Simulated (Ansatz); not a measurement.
# Gap against volume in Pnma (COD entry) SnSO4, displaced supercell (96 atoms)

The cell holds 96 atoms: 16 Sn, 16 S and 64 O. Its edges and angles: a = 8.725 Å, b = 10.864 Å, c = 14.180 Å, α = 90.0°, β = 90.0°, γ = 90.0°. It derives from SnSO4 (Pnma, COD entry), repeated 1×2×2. The starting structure: Pnma (COD entry) SnSO4 (cell 8.799, 5.319, 7.115, 90, 90, 90), 1 x 2 x 2 conventional cells; every coordinate displaced by a Gaussian of 0.02 Å.

Calculated with Ansatz 0.2.0: Kohn-Sham DFT, PBEsol, PAW (set soft_2), plane waves; cutoff 420 eV, Γ point, fermi-dirac smearing of 0.05 eV. The relaxed cell was scaled evenly and the atoms were relaxed at each volume. The gap is that between the highest filled and the lowest empty Kohn-Sham level on the run's k-points.

| volume (Å³/atom) | gap (eV) |
| --- | --- |
| 12.600 | 3.696 |
| 13.160 | 3.789 |
| 13.580 | ? |
| 14.000 | 3.917 |
| 14.420 | 3.975 |
| 14.840 | 4.018 |

**Question.** Fit a straight line in ln V to the rows given and interpolate to the withheld row.

Worked fit:

A volume deformation potential makes the spacing linear in u = ln(V/V0), with V0 = 14.000 Å³ the relaxed volume; v is the spacing.

```
u = ln(V/V0)  v (eV)
   -0.105360  3.6965
  -0.0618748  3.7889
           0  3.9173
   0.0295586  3.9752
   0.0582695   4.018
```

With n = 5: mean u = -0.0158814, mean v = 3.87918, Σ(u − ū)² = 0.017937, Σ(u − ū)(v − v̄) = 0.035760. Slope b = 0.035760 / 0.017937 = 1.9936; intercept a = v̄ − b ū = 3.9108.

At the withheld volume u = -0.03046, and v = a + b u.

Prediction at 13.580: 3.850 eV. The run gave 3.840 eV, so the fit is high by 0.010 eV (0.27 % of the value).

The slope, +1.99 eV, says that the spacing widens on expansion. Among the rows given, the largest miss of the fit is at 14.840, by 0.0090 eV (2.8 % of the range of the table).

Limits: The table spans 16 % in volume, wide for a linear law. Semilocal functionals tend to put gaps under measured ones. Only the Γ point is sampled. The mesh needn't hold the band edges.

[Logs are printed without paths, hosts, clocks, repeated set-up lines and the standing remarks that a program may print on its own settings, such as how far it seeks lower states.]

[Hosts, paths, dates, database ids (printed as entryN), source tags and the programs' standing remarks are cut or masked in the printed files.]
